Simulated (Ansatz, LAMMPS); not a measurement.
# Gap against volume in glassy 47SiO2-23SrO-30Li2O (mol %) (119 atoms)

Density of this cell: 2.81 g/cm³. The cell holds 119 atoms: 20 Si, 10 Sr, 26 Li and 63 O. Its edges and angles: a = 11.391 Å, b = 11.877 Å, c = 11.492 Å, α = 88.3°, β = 92.4°, γ = 90.0°. The starting structure: 119 atoms (20 Si, 10 Sr, 26 Li, 63 O) placed at random at 2.99 g/cm³, melted at 4000 K for 10 ps at fixed volume with the Morse and Coulomb pair potential with partial charges (Pedone, Malavasi, Menziani, Cormack and Segre, J. Phys. Chem. B 110, 11780 (2006)). Quenched from 4000 K to 300 K at 25 K/ps and fixed volume, held 10 ps at zero pressure.

Calculated with Ansatz 0.2.0: Kohn-Sham DFT, revPBE, PAW (set soft_2), plane waves; cutoff 420 eV, Γ point, fixed occupations. The relaxed cell was scaled evenly and the atoms were relaxed at each volume. The gap is that between the highest filled and the lowest empty Kohn-Sham level on the run's k-points.

| volume (Å³/atom) | gap (eV) |
| --- | --- |
| 11.744 | 3.594 |
| 12.266 | 3.694 |
| 12.657 | ? |
| 13.049 | 3.574 |
| 13.440 | 3.532 |
| 13.832 | 3.508 |

Task: Fit a straight line in ln V to the rows given and interpolate to the withheld row.

Worked fit:

A volume deformation potential makes the spacing linear in u = ln(V/V0), with V0 = 13.049 Å³ the relaxed volume; v is the spacing.

| u = ln(V/V0) | v (eV) |
| --- | --- |
| -0.105361 | 3.5935 |
| -0.0618760 | 3.6937 |
| 0 | 3.5735 |
| 0.0295587 | 3.5324 |
| 0.0582686 | 3.508 |

With n = 5: mean u = -0.0158819, mean v = 3.58022, Σ(u − ū)² = 0.017937, Σ(u − ū)(v − v̄) = -0.014043. Slope b = -0.014043 / 0.017937 = -0.78287; intercept a = v̄ − b ū = 3.5678.

At the withheld volume u = -0.03046, and v = a + b u.

Prediction at 12.657: 3.592 eV. The run gave 3.648 eV, so the fit is low by 0.056 eV (1.5 % of the value).

The rows don't follow a line (correlation 0.71 in size over all rows), so the slope of -0.78 eV is no deformation potential. Among the rows given, the largest miss of the fit is at 12.266, by 0.077 eV (42 % of the range of the table).

Limits: The table spans 16 % in volume, wide for a linear law. Semilocal functionals tend to put gaps under measured ones. Only the Γ point is sampled. Atoms move by up to 0.9 Å in these relaxations, so the structure changes along the series. Defect or tail levels can set the spacing of a disordered cell.

[Hosts, paths, dates, database ids (printed as entryN), source tags and the programs' standing remarks are cut or masked in the printed files.]
